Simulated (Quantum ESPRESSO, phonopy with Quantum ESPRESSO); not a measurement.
## CaO (Fm-3m): phonons against volume

Aim: how the vibrations of CaO shift with volume, and the expansion that follows.

Experimental results on record:
- heat capacity C_P per formula unit 42.2 J/mol/K and bulk modulus 113 GPa near room temperature (given in “High-Throughput Prediction of Finite-Temperature Properties using the Quasi-Harmonic Approximation”, 2016, arXiv:1603.06924)

Calculated with Quantum ESPRESSO 7.5; DFT PBE+D3(BJ), scalar-relativistic, plane waves, GBRV ultrasoft pseudopotentials.

Report form: the programs' logs are mostly left out.

## 1. The structure

The structure is cubic, space group Fm-3m (No. 225). Conventional cell: a = 4.813 Å, b = 4.813 Å, c = 4.813 Å, α = 90.00°, β = 90.00°, γ = 90.00°. Ca has 6 O at 2.41 Å nearest. O has 6 Ca at 2.41 Å nearest. Farther neighbours and most contacts between anions are not listed.

## 2. Probe on a coarse mesh

A cheap single point shows whether the cell is a metal or an insulator and how far it is from rest; that sets the k-mesh and the occupations of what follows.

The input, probe.in:

```
&control
   calculation = 'scf'
   prefix = 'x'
   outdir = './tmp'
   pseudo_dir = './pseudo'
   tprnfor = .true.
   tstress = .true.
   verbosity = 'high'
/
&system
   ibrav = 0
   nat = 2
   ntyp = 2
   ecutwfc = 45.0
   ecutrho = 270.0
   occupations = 'smearing'
   smearing = 'gaussian'
   degauss = 0.01
   vdw_corr = 'grimme-d3'
   dftd3_version = 4
   dftd3_threebody = .false.
/
&electrons
   conv_thr = 1.0d-07
   mixing_beta = 0.7
   electron_maxstep = 100
/
ATOMIC_SPECIES
 Ca     40.0780  Ca.upf
 O      15.9990  O.upf
CELL_PARAMETERS angstrom
     0.000000000    2.406500000    2.406500000
     2.406500000    0.000000000    2.406500000
     2.406500000    2.406500000    0.000000000
ATOMIC_POSITIONS crystal
 Ca     0.000000000   0.000000000   0.000000000
 O      0.500000000   0.500000000   0.500000000
K_POINTS automatic
 6 6 6 0 0 0
```

Started as:

```console
> OMP_NUM_THREADS=1 mpirun -n 8 pw.x -nk 8 -in probe.in > probe.out
```

It took 1.8 s on 8 MPI ranks of Arm Neoverse V1, shared host; 13 s of CPU time.

A gap read on the k-mesh alone can miss the band edges.

This step gave:

```
volume per atom   : 13.94 Å³
pressure          : -1.993 GPa
gap on the k-mesh : 3.663 eV
```

The start is under -2.0 GPa at this level and looks like an insulator or semiconductor on this mesh.

## 3. Finding the static equilibrium

Phonons are second derivatives about a minimum, so cell and atoms are relaxed first, inside the symmetry of the start.

The input, relax.in:

```
&control
   calculation = 'vc-relax'
   prefix = 'x'
   outdir = './tmp'
   pseudo_dir = './pseudo'
   tprnfor = .true.
   tstress = .true.
   forc_conv_thr = 2.0d-05
   etot_conv_thr = 1.0d-07
   nstep = 40
/
&system
   ibrav = 0
   nat = 2
   ntyp = 2
   ecutwfc = 45.0
   ecutrho = 270.0
   occupations = 'fixed'
   nbnd = 10
   vdw_corr = 'grimme-d3'
   dftd3_version = 4
   dftd3_threebody = .false.
/
&electrons
   conv_thr = 1.0d-11
   mixing_beta = 0.7
   electron_maxstep = 100
/
&ions
/
&cell
   press_conv_thr = 0.1
/
ATOMIC_SPECIES
 Ca     40.0780  Ca.upf
 O      15.9990  O.upf
CELL_PARAMETERS angstrom
     0.000000000    2.406500000    2.406500000
     2.406500000    0.000000000    2.406500000
     2.406500000    2.406500000    0.000000000
ATOMIC_POSITIONS crystal
 Ca     0.000000000   0.000000000   0.000000000
 O      0.500000000   0.500000000   0.500000000
K_POINTS automatic
 8 8 8 0 0 0
```

Started as:

```console
> OMP_NUM_THREADS=1 mpirun -n 8 pw.x -nk 8 -in relax.in > relax.out
```

Wall time 8.1 s (8 MPI ranks).

Relaxation path:

```csv
step,energy less that of the first step (eV),largest force (eV/Å),volume (Å³)
1,0.0000,0.0000,27.87
2,-0.0026,0.0000,27.59
3,-0.0033,0.0000,27.35
4,-0.0033,0.0000,27.36
5,-0.0030,0.0000,27.36
```

```
conventional cell, symmetrised  before  after  change
                         a (Å)   4.813  4.783  -0.6 %
                         b (Å)   4.813  4.783  -0.6 %
                         c (Å)   4.813  4.783  -0.6 %
              volume (Å³/atom)   13.94  13.68  -1.8 %
```

Final coordinates:

```cif
data_structure
_symmetry_space_group_name_H-M 'P 1'
_symmetry_Int_Tables_number 1
_cell_length_a 3.3823
_cell_length_b 3.3823
_cell_length_c 3.3823
_cell_angle_alpha 60.000
_cell_angle_beta 60.000
_cell_angle_gamma 60.000
_cell_volume 27.36
loop_
_atom_site_label
_atom_site_type_symbol
_atom_site_fract_x
_atom_site_fract_y
_atom_site_fract_z
_atom_site_occupancy
Ca1 Ca 0.00000 0.00000 0.00000 1
O2 O 0.50000 0.50000 0.50000 1
```

Numbers from this step:

| Item | Value |
| --- | --- |
| volume per atom | 13.68 Å³ |
| pressure | 0.01300 GPa |
| gap on the k-mesh | 3.658 eV |

After the last step pw.x solved the final cell once more on a basis chosen for it, which moves the energy without moving the atoms.

## 4. Self-consistent run

A tight ground state at this cell gives the energy of this member; its pressure is the stress at this cutoff, which can carry an offset from the finite basis.

The input, scf.in:

```
&control
   calculation = 'scf'
   prefix = 'x'
   outdir = './tmp'
   pseudo_dir = './pseudo'
   tprnfor = .true.
   tstress = .true.
/
&system
   ibrav = 0
   nat = 2
   ntyp = 2
   ecutwfc = 45.0
   ecutrho = 270.0
   occupations = 'fixed'
   nbnd = 10
   vdw_corr = 'grimme-d3'
   dftd3_version = 4
   dftd3_threebody = .false.
/
&electrons
   conv_thr = 1.0d-12
   mixing_beta = 0.7
   electron_maxstep = 100
/
ATOMIC_SPECIES
 Ca     40.0780  Ca.upf
 O      15.9990  O.upf
CELL_PARAMETERS angstrom
     0.000000000    2.391660266    2.391660266
     2.391660266    0.000000000    2.391660266
     2.391660266    2.391660266    0.000000000
ATOMIC_POSITIONS crystal
 Ca     0.000000000   0.000000000   0.000000000
 O      0.500000000   0.500000000   0.500000000
K_POINTS automatic
 8 8 8 0 0 0
```

Started as:

```console
> OMP_NUM_THREADS=1 mpirun -n 8 pw.x -nk 8 -in scf.in > scf.out
```

Elapsed: 2.7 s, on 8 MPI ranks; 21 s of CPU time.

On a basis chosen for the relaxed cell the pressure is 0.013 GPa, small enough for phonons.

## 5. Ph1.000 field d3hess

The input, d3hess.in:

```
&input
   prefix = 'x'
   outdir = './tmp'
   step = 0.001
/
```

Started as:

```console
> d3hess.x -in d3hess.in > d3hess.out
```

Elapsed: 2.2 s, on 1 thread.

## 6. Born charges and dielectric tensor

In a polar crystal the Born charges and ε∞ give the long-range dipole term that a finite supercell misses. They are those of this k-mesh and were not tested on a denser one; where the gap is small they converge slowly, and the LO modes with them.

The input, ph.in:

```
phonons
&inputph
   prefix = 'x'
   outdir = './tmp'
   fildyn = 'x.dyn'
   tr2_ph = 1.0d-18
   epsil = .true.
/
0.000000000 0.000000000 0.000000000
```

scf.in is that of step 4.

Started as:

```console
> OMP_NUM_THREADS=1 mpirun -n 8 ph.x -nk 8 -in ph.in > ph.out
```

Run time: 28 s. Hardware: 8 MPI ranks.

Numbers from this step:

```
Γ frequencies : -2.78, -2.78, -2.78, 277.3, 277.3, 277.3 cm⁻¹ (negative: imaginary)
Γ symmetry    : T_1u G_15 G_4- I, T_1u G_15 G_4- I, T_1u G_15 G_4- I, T_1u G_15 G_4- I, T_1u G_15 G_4- I, T_1u G_15 G_4- I
```

ε∞:

```
3.79 0.00 0.00
0.00 3.79 0.00
0.00 0.00 3.79
```

Born charge (rows field, columns displacement), before the sum rule (e), principal values of the symmetric part by kind of site:

```csv
atom,atoms with these values,low,middle,high,mean
Ca1,1,2.36,2.36,2.36,2.36
O2,1,-2.36,-2.36,-2.36,-2.36
```

In full for O2:

```
-2.36  0.00  0.00
 0.00 -2.36  0.00
 0.00  0.00 -2.36
```

The Born charges sum to zero within 7.9e-4 e; the rest is removed before use. Acoustic frequencies in this log differ from zero by the error of the sum rule, which ph.x does not impose.

## 7. A displaced supercell

One atom (for the harmonic constants) or a pair of atoms (for the cubic ones) is moved by a few hundredths of an ångström; the forces on all atoms give a column of force constants. The threshold is tight because the forces are small.

System of this step: CaO. It takes space group Imm2 (No. 44, orthorhombic). Conventional cell: a = 6.765 Å, b = 9.567 Å, c = 6.765 Å, α = 90.00°, β = 90.00°, γ = 90.00°. Nearest to Ca lie 6 O at 2.39 Å. Nearest to Ca lie 6 O at 2.39 to 2.41 Å. Nearest to Ca lie 6 O at 2.38 to 2.39 Å. Nearest to O lie 6 Ca at 2.38 to 2.41 Å. O has 6 Ca at 2.39 Å nearest. Farther neighbours and most contacts between anions are not listed.

The input, disp-00002.in:

```
&control
   calculation = 'scf'
   prefix = 'x'
   outdir = './tmp'
   pseudo_dir = './pseudo'
   tprnfor = .true.
   disk_io = 'none'
/
&system
   ibrav = 0
   nat = 16
   ntyp = 2
   ecutwfc = 45.0
   ecutrho = 270.0
   occupations = 'fixed'
   nbnd = 66
   vdw_corr = 'grimme-d3'
   dftd3_version = 4
   dftd3_threebody = .false.
/
&electrons
   conv_thr = 1.0d-11
   mixing_beta = 0.7
   electron_maxstep = 100
/
ATOMIC_SPECIES
 Ca     40.0780  Ca.upf
 O      15.9990  O.upf
CELL_PARAMETERS angstrom
     0.000000000    4.783320532    4.783320532
     4.783320532    0.000000000    4.783320532
     4.783320532    4.783320532    0.000000000
ATOMIC_POSITIONS crystal
 Ca     0.000000000   0.000000000   0.000000000
 Ca     0.500000000   0.000000000   0.000000000
 Ca     0.000000000   0.500000000   0.000000000
 Ca     0.500000000   0.500000000   0.000000000
 Ca     0.000000000   0.000000000   0.500000000
 Ca     0.500000000   0.000000000   0.500000000
 Ca     0.000000000   0.500000000   0.500000000
 Ca     0.500000000   0.500000000   0.500000000
 O      0.252956552   0.250000000   0.250000000
 O      0.750000000   0.250000000   0.250000000
 O      0.250000000   0.750000000   0.250000000
 O      0.750000000   0.750000000   0.250000000
 O      0.250000000   0.250000000   0.750000000
 O      0.750000000   0.250000000   0.750000000
 O      0.250000000   0.750000000   0.750000000
 O      0.750000000   0.750000000   0.750000000
K_POINTS automatic
 3 3 3 0 0 0
```

Started as:

```console
> OMP_NUM_THREADS=1 mpirun -n 4 pw.x -nk 4 -in disp-00002.in > disp-00002.out
```

Run time: 66 s. Hardware: 4 MPI ranks; 4.4 min of CPU time.

Force by atom:

| atom | x (eV/Å) | y (eV/Å) | z (eV/Å) | size |
| --- | --- | --- | --- | --- |
| Ca1 | 0.000 | -0.003 | -0.003 | 0.004 |
| Ca2 | 0.000 | 0.008 | 0.008 | 0.012 |
| Ca3 | 0.000 | 0.008 | 0.008 | 0.011 |
| Ca4 | 0.000 | 0.008 | 0.011 | 0.013 |
| Ca5 | 0.000 | 0.008 | 0.008 | 0.011 |
| Ca6 | 0.000 | 0.011 | 0.008 | 0.013 |
| Ca7 | 0.000 | 0.008 | 0.008 | 0.012 |
| Ca8 | 0.000 | -0.003 | -0.003 | 0.004 |
| O9 | 0.000 | -0.097 | -0.097 | 0.137 |
| O10 | 0.000 | 0.028 | 0.028 | 0.039 |
| O11 | 0.018 | -0.003 | 0.010 | 0.021 |
| O12 | -0.018 | 0.010 | -0.003 | 0.021 |
| O13 | 0.018 | 0.010 | -0.003 | 0.021 |
| O14 | -0.018 | -0.003 | 0.010 | 0.021 |
| O15 | 0.000 | -0.008 | -0.008 | 0.012 |
| O16 | 0.000 | 0.019 | 0.019 | 0.027 |

At this level the gap is 3.66 eV on the k-mesh of the self-consistent run, which can miss the band edges.

## 8. Forces on a displaced cell

disp-00001.in, as its differences from disp-00002.in of step 7:

```diff
@@ -33,3 +33,3 @@
 ATOMIC_POSITIONS crystal
- Ca     0.000000000   0.000000000   0.000000000
+ Ca     0.002956552   0.000000000   0.000000000
  Ca     0.500000000   0.000000000   0.000000000
@@ -41,3 +41,3 @@
  Ca     0.500000000   0.500000000   0.500000000
- O      0.252956552   0.250000000   0.250000000
+ O      0.250000000   0.250000000   0.250000000
  O      0.750000000   0.250000000   0.250000000
```

Started as:

```console
> OMP_NUM_THREADS=1 mpirun -n 4 pw.x -nk 4 -in disp-00001.in > disp-00001.out
```

Wall time 67 s (4 MPI ranks).

## 9. Phonons, V/V0 1

This step: DFT PBE+D3(BJ), scalar-relativistic, plane waves, GBRV ultrasoft pseudopotentials (phonopy with Quantum ESPRESSO 4.10.0 / 7.5).

Elapsed: 67 s, on 8 threads; 8.9 min of CPU time.

Numbers from this step:

* point group: m-3m
* highest frequency: 555.5 cm⁻¹
* Debye temperature from the second moment: 567 K
* lowest frequency on the path: 0 cm⁻¹
* zero-point energy: 0.1080 eV/cell
* Γ frequencies: 0, 0, 0, 277.2, 277.2, 277.2 cm⁻¹ (negative: imaginary)

Phonopy, LO-TO term from ph.x's tensors. The phonon branches at the labelled points (cm⁻¹):

```csv
point,branch 1,branch 2,branch 3,branch 4,branch 5,branch 6
Γ,0,0,0,277,277,556
halfway,158,158,230,306,306,487
X,199,199,299,305,305,390
halfway,198,224,296,304,318,384
U,192,271,286,304,354,371
jump to K,192,271,286,304,354,371
halfway,148,185,255,284,321,503
Γ,0,0,0,277,277,556
halfway,135,135,238,291,291,530
L,180,180,310,310,374,476
halfway,190,226,308,326,342,425
W,232,268,268,322,352,352
halfway,216,225,293,313,320,378
X,199,199,299,305,305,390
```

Harmonic. Thermo, by row:

```csv
T (K),F_vib (meV/atom),S (J/mol-atom/K),C_V (J/mol-atom/K)
0,53.99,0,0
50,53.95,0.411,1.483
100,53.09,3.341,8.059
150,50.23,7.777,13.83
200,45.02,12.29,17.45
250,37.55,16.45,19.67
300,28.05,20.17,21.07
350,16.72,23.49,22
400,3.76,26.47,22.63
450,-10.66,29.16,23.09
500,-26.42,31.61,23.42
550,-43.39,33.86,23.67
600,-61.48,35.93,23.87
650,-80.6,37.84,24.02
700,-100.7,39.63,24.14
750,-121.7,41.3,24.25
800,-143.5,42.87,24.33
850,-166.1,44.34,24.4
900,-189.4,45.74,24.45
950,-213.5,47.06,24.5
1000,-238.2,48.32,24.55
```

The modes has structure finer than the step of the table below, so its rows give means over 25 cm⁻¹, whole bins alone (the curve runs from -10 to 581 cm⁻¹). Peaks (cm⁻¹: height): Ca 187.1: 0.0301, 291.2: 0.0215; O 306.1: 0.0616.

Phonopy on the run's constants, 21x21x21 mesh, Gaussian sigma 4.2 cm⁻¹. Table of modes by wavenumber; means over each step; values in 1/cm⁻¹/cell:

```csv
wavenumber (cm⁻¹),Ca,O
25,7.1e-5,2.7e-5
50,3.1e-4,1.1e-4
75,7.0e-4,2.3e-4
100,0.00149,4.2e-4
125,0.00305,6.8e-4
150,0.00680,9.8e-4
175,0.0208,0.00140
200,0.0229,0.00175
225,0.0123,9.6e-4
250,0.00938,8.5e-4
275,0.00882,0.00527
300,0.0175,0.0397
325,0.00700,0.0230
350,0.00337,0.00961
375,7.4e-4,0.00507
400,3.5e-4,0.00627
425,5.3e-4,0.00569
450,7.4e-4,0.00574
475,9.6e-4,0.00532
500,9.9e-4,0.00355
525,8.3e-4,0.00243
550,3.5e-4,9.1e-4
```

No LO-TO term. Modes at Γ, with each element's share of the kinetic energy:

```csv
mode,frequency (cm⁻¹),symmetry,Ca %,O %
1,0.0,T1u,71,29
2,0.0,T1u,71,29
3,0.0,T1u,71,29
4,277.2,T1u,29,71
5,277.2,T1u,29,71
6,277.2,T1u,29,71
```

Displacements in mode 5 (277.2 cm⁻¹), the largest set to 1:
```
Ca1  0.00  0.10 -0.40
O2   0.00 -0.24  1.00
```

No mode is imaginary beyond numerical noise along the path.

The time given is that of the 2 pw.x runs on displaced cells behind this step.

## 10. Ground state at this cell, V/V0 1.015

This step: DFT PBE+D3(BJ), scalar-relativistic, plane waves, GBRV ultrasoft pseudopotentials (Quantum ESPRESSO 7.5).

System of this step: CaO. Symmetry: Fm-3m, No. 225, cubic system. Conventional cell: a = 4.807 Å, b = 4.807 Å, c = 4.807 Å, α = 90.00°, β = 90.00°, γ = 90.00°. Ca has 6 O at 2.40 Å nearest. Nearest to O lie 6 Ca at 2.40 Å. Farther neighbours and most contacts between anions are not listed.

Edit scf.in of step 6 so:

```diff
@@ -29,5 +29,5 @@
 CELL_PARAMETERS angstrom
-     0.000000000    2.391660266    2.391660266
-     2.391660266    0.000000000    2.391660266
-     2.391660266    2.391660266    0.000000000
+     0.000000000    2.403559269    2.403559269
+     2.403559269    0.000000000    2.403559269
+     2.403559269    2.403559269    0.000000000
 ATOMIC_POSITIONS crystal
```

Started as:

```console
> OMP_NUM_THREADS=1 mpirun -n 8 pw.x -nk 8 -in scf.in > scf.out
```

It took 2.8 s on 8 MPI ranks.

At this level the gap is 3.66 eV on the k-mesh of the self-consistent run, which can miss the band edges.

## 11. Ph1.015 field d3hess

d3hess.in is that of step 5.

Started as:

```console
> d3hess.x -in d3hess.in > d3hess.out
```

Elapsed: 2.2 s, on 1 thread.

## 12. Zone-centre response

ph.in is that of step 6.

scf.in is that of step 10.

Started as:

```console
> OMP_NUM_THREADS=1 mpirun -n 8 ph.x -nk 8 -in ph.in > ph.out
```

It took 29 s on 8 MPI ranks.

ε∞:

```
3.78 0.00 0.00
0.00 3.78 0.00
0.00 0.00 3.78
```

The Born charges sum to zero within 7.3e-4 e; the rest is removed before use. Acoustic frequencies in this log differ from zero by the error of the sum rule, which ph.x does not impose.

## 13. A displaced supercell

System of this step: CaO. The structure is orthorhombic, space group Imm2 (No. 44). The conventional cell has a = 6.798 Å, b = 9.614 Å, c = 6.798 Å, α = 90.00°, β = 90.00°, γ = 90.00°. Nearest to Ca lie 6 O at 2.39 to 2.42 Å. Nearest to Ca lie 6 O at 2.40 Å. Nearest to O lie 6 Ca at 2.40 Å. Farther neighbours and most contacts between anions are not listed.

Edit disp-00001.in of step 8 so:

```diff
@@ -29,7 +29,7 @@
 CELL_PARAMETERS angstrom
-     0.000000000    4.783320532    4.783320532
-     4.783320532    0.000000000    4.783320532
-     4.783320532    4.783320532    0.000000000
+     0.000000000    4.807118538    4.807118538
+     4.807118538    0.000000000    4.807118538
+     4.807118538    4.807118538    0.000000000
 ATOMIC_POSITIONS crystal
- Ca     0.002956552   0.000000000   0.000000000
+ Ca     0.002941915   0.000000000   0.000000000
  Ca     0.500000000   0.000000000   0.000000000
```

Started as:

```console
> OMP_NUM_THREADS=1 mpirun -n 4 pw.x -nk 4 -in disp-00001.in > disp-00001.out
```

It took 73 s on 4 MPI ranks; 4.9 min of CPU time.

## 14. Lattice dynamics at this volume, V/V0 1.015

This step: DFT PBE+D3(BJ), scalar-relativistic, plane waves, GBRV ultrasoft pseudopotentials (phonopy with Quantum ESPRESSO 4.10.0 / 7.5).

The job ended after 73 s (8 threads).

No mode is imaginary beyond numerical noise along the path. The highest zone-centre mode (no LO–TO term) moved by -3.8 % for a volume change of +1.5 %.

The time given is that of the 2 pw.x runs on displaced cells behind this step.

## 15. Ground state at this cell, V/V0 0.985

This step: DFT PBE+D3(BJ), scalar-relativistic, plane waves, GBRV ultrasoft pseudopotentials (Quantum ESPRESSO 7.5).

System of this step: CaO. The structure is cubic, space group Fm-3m (No. 225). Conventional cell: a = 4.759 Å, b = 4.759 Å, c = 4.759 Å, α = 90.00°, β = 90.00°, γ = 90.00°. Nearest to Ca lie 6 O at 2.38 Å. O has 6 Ca at 2.38 Å nearest. Farther neighbours and most contacts between anions are not listed.

Edit scf.in of step 12 so:

```diff
@@ -29,5 +29,5 @@
 CELL_PARAMETERS angstrom
-     0.000000000    2.403559269    2.403559269
-     2.403559269    0.000000000    2.403559269
-     2.403559269    2.403559269    0.000000000
+     0.000000000    2.379641670    2.379641670
+     2.379641670    0.000000000    2.379641670
+     2.379641670    2.379641670    0.000000000
 ATOMIC_POSITIONS crystal
```

Started as:

```console
> OMP_NUM_THREADS=1 mpirun -n 8 pw.x -nk 8 -in scf.in > scf.out
```

It took 2.9 s on 8 MPI ranks; 21 s of CPU time.

The run ends at a pressure of 1.78 GPa.

## 16. Ph0.985 field d3hess

d3hess.in is that of step 11.

Started as:

```console
> d3hess.x -in d3hess.in > d3hess.out
```

Elapsed: 2.2 s, on 1 thread.

## 17. Zone-centre response

ph.in is that of step 12.

scf.in is that of step 15.

Started as:

```console
> OMP_NUM_THREADS=1 mpirun -n 8 ph.x -nk 8 -in ph.in > ph.out
```

Wall time 29 s (8 MPI ranks); 3.8 min of CPU time.

ε∞:

```
3.79 0.00 0.00
0.00 3.79 0.00
0.00 0.00 3.79
```

The Born charges sum to zero within 8.2e-4 e; the rest is removed before use. Acoustic frequencies in this log differ from zero by the error of the sum rule, which ph.x does not impose.

## 18. Forces on a displaced cell

System of this step: CaO. The structure is orthorhombic, space group Imm2 (No. 44). Conventional cell: a = 6.731 Å, b = 9.519 Å, c = 6.731 Å, α = 90.00°, β = 90.00°, γ = 90.00°. Nearest to Ca lie 6 O at 2.37 to 2.39 Å. Ca has 6 O at 2.38 Å nearest. Nearest to Ca lie 6 O at 2.38 Å. Nearest to O lie 6 Ca at 2.38 Å. Farther neighbours and most contacts between anions are not listed.

Edit disp-00001.in of step 13 so:

```diff
@@ -29,7 +29,7 @@
 CELL_PARAMETERS angstrom
-     0.000000000    4.807118538    4.807118538
-     4.807118538    0.000000000    4.807118538
-     4.807118538    4.807118538    0.000000000
+     0.000000000    4.759283340    4.759283340
+     4.759283340    0.000000000    4.759283340
+     4.759283340    4.759283340    0.000000000
 ATOMIC_POSITIONS crystal
- Ca     0.002941915   0.000000000   0.000000000
+ Ca     0.002971484   0.000000000   0.000000000
  Ca     0.500000000   0.000000000   0.000000000
```

Started as:

```console
> OMP_NUM_THREADS=1 mpirun -n 4 pw.x -nk 4 -in disp-00001.in > disp-00001.out
```

Run time: 65 s. Hardware: 4 MPI ranks.

(Part 1 of 2 ends here.)

[Logs are printed without paths, hosts, clocks, repeated set-up lines and the standing remarks that a program may print on its own settings, such as how far it seeks lower states.]

[Hosts, paths, dates, database ids (printed as entryN), source tags and the programs' standing remarks are cut or masked in the printed files.]

[A step with changed settings may run another functional than the one named; its input shows which.]

[Of the runs on displaced cells, only some may be shown.]
